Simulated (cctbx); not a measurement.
# Resonant diffraction in Zr3Sn6PbW3Se

Space group P6_3/mmc (no. 194), a = 9.1030 Å, b = 9.1030 Å, c = 9.0630 Å, α = 90.00°, β = 90.00°, γ = 120.00°.

| atom | mult. | x | y | z | Ueq (Å²) |
| --- | --- | --- | --- | --- | --- |
| Pb1 | 2 | 0 | 0 | 0 | 0.0119 |
| W1 | 6 | 0.8931 | 0.7862 | 1/4 | 0.0158 |
| Sn1 | 12 | 0.8050 | 0.6100 | 0.9533 | 0.0155 |
| Zr1 | 6 | 0.5380 | 0.0759 | 1/4 | 0.0109 |
| Se1 | 2 | 1/3 | 2/3 | 1/4 | 0.0132 |

The model is made up (kin elements in a known structure type, no relaxation), so it says nothing on whether the phase exists.

Calculated with cctbx: free-atom f′ and f″ from the Sasaki tables, no fine structure; amplitudes in electrons.

```csv
E (eV),F 1 1 0,F 0 0 2,F 2 0 1,F 1 0 0
9607,50.3,37.8,100.5,246.6
9957,49.3,28.0,95.0,239.8
10087,48.6,20.8,90.4,234.2
10147,48.2,16.2,86.4,229.3
10177,47.8,15.0,82.2,224.2
10192,47.3,18.1,78.1,219.1
10199,47.0,23.3,74.3,214.6
10203,46.6,29.9,70.3,209.7
10211,46.6,38.1,72.4,211.6
10215,47.0,31.4,76.9,217.3
10222,47.4,27.0,80.9,222.2
10237,47.8,24.7,85.2,227.5
10267,48.1,25.3,89.4,232.7
10357,48.4,30.0,94.7,239.2
10607,48.4,37.7,100.2,245.8
```

**Question.** Which edge is crossed, and why do the reflections move as they do?

The L3 edge of W. The edge is at 10207 eV. f′ of W falls from -12.1 e at 10087 eV to -19.0 e at 4 eV below it, and f″ steps from 3.80 to 10.48 e across it. Over that approach |F| changes by -4 % (1 1 0), +44 % (0 0 2), -22 % (2 0 1) and -10 % (1 0 0): a reflection falls where W scatters in phase with the total and rises where it scatters against it; it hardly moves where the W term is small or cancels by symmetry. Above the edge the larger f″ enters the imaginary part, where it can add to or cancel the other atoms' f″. The structure is centrosymmetric, so Friedel mates stay equal.

[Logs are printed without paths, hosts, clocks, repeated set-up lines and the standing remarks that a program may print on its own settings, such as how far it seeks lower states.]
